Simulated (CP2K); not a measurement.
Consider hexatriene at its PBE geometry (Å).

```xyz
14

C     0.3462    3.0635    0.0506
C     0.2055    1.8191    0.5519
C     0.0698    0.6272   -0.2528
C    -0.0698   -0.6272    0.2528
C    -0.2055   -1.8191   -0.5519
C    -0.3462   -3.0635   -0.0506
H     0.3650    3.2408   -1.0261
H     0.4449    3.9325    0.6993
H     0.1906    1.6813    1.6372
H     0.0842    0.7598   -1.3393
H    -0.0842   -0.7598    1.3393
H    -0.1906   -1.6813   -1.6372
H    -0.3650   -3.2408    1.0261
H    -0.4449   -3.9325   -0.6993
```

Method: CP2K XAS_TDP, all-electron GAPW, PBEh(45%), aug-cc-pVDZ, TDA, GW2X-corrected core level, no relativity.

Question: Predict the bright core excitations at the C K edge.

Leading lines: C1 286.33 eV, C2 287.09 eV and C3 286.57 eV. The leading line of an atom is its first one with 35 % of the strongest within 2.5 eV of its lowest line over the strength cut. Core ionisation energies at this level: C2 292.27, C3 292.01 and C1 291.79 eV.

The first six lines of each atom with a strength over 0.0015:

```csv
atom,energy (eV),states,"strength, one atom",above the computed threshold
"C1 (bonded to C and 2 H), 2 alike",286.33,1,0.0468,
,289.97,1,0.0060,
,290.32,1,0.0150,
,291.45,1,0.0041,
,291.56,2,0.0082,
,292.04,1,0.0029,yes
"C2 (bonded to 2 C and H), 2 alike",287.09,1,0.0413,
,289.90,1,0.0153,
,290.47,1,0.0127,
,291.96,1,0.0019,
,292.49,1,0.0050,yes
,293.09,1,0.0049,yes
"C3 (bonded to 2 C and H), 2 alike",286.57,1,0.0428,
,290.10,1,0.0104,
,290.28,1,0.0134,
,291.70,1,0.0023,
,291.92,1,0.0029,
,292.11,1,0.0069,yes
```

Lines are vertical, at one geometry, with no vibrational structure. GW2X ionisation energies and lines can be off by 1 to 2 eV either way, and a good line position may hide errors that cancel. These values hold no scalar relativity, about 0.1 eV for C 1s. Rydberg lines, and the discretised continuum above threshold, depend on the basis and the box.

[Banner, clock and machine lines of the logs are left out without a mark of their own.]

[Logs are printed without paths, hosts, clocks, repeated set-up lines and the standing remarks that a program may print on its own settings, such as how far it seeks lower states.]

[Hosts, paths, dates, database ids (printed as entryN), source tags and the programs' standing remarks are cut or masked in the printed files.]
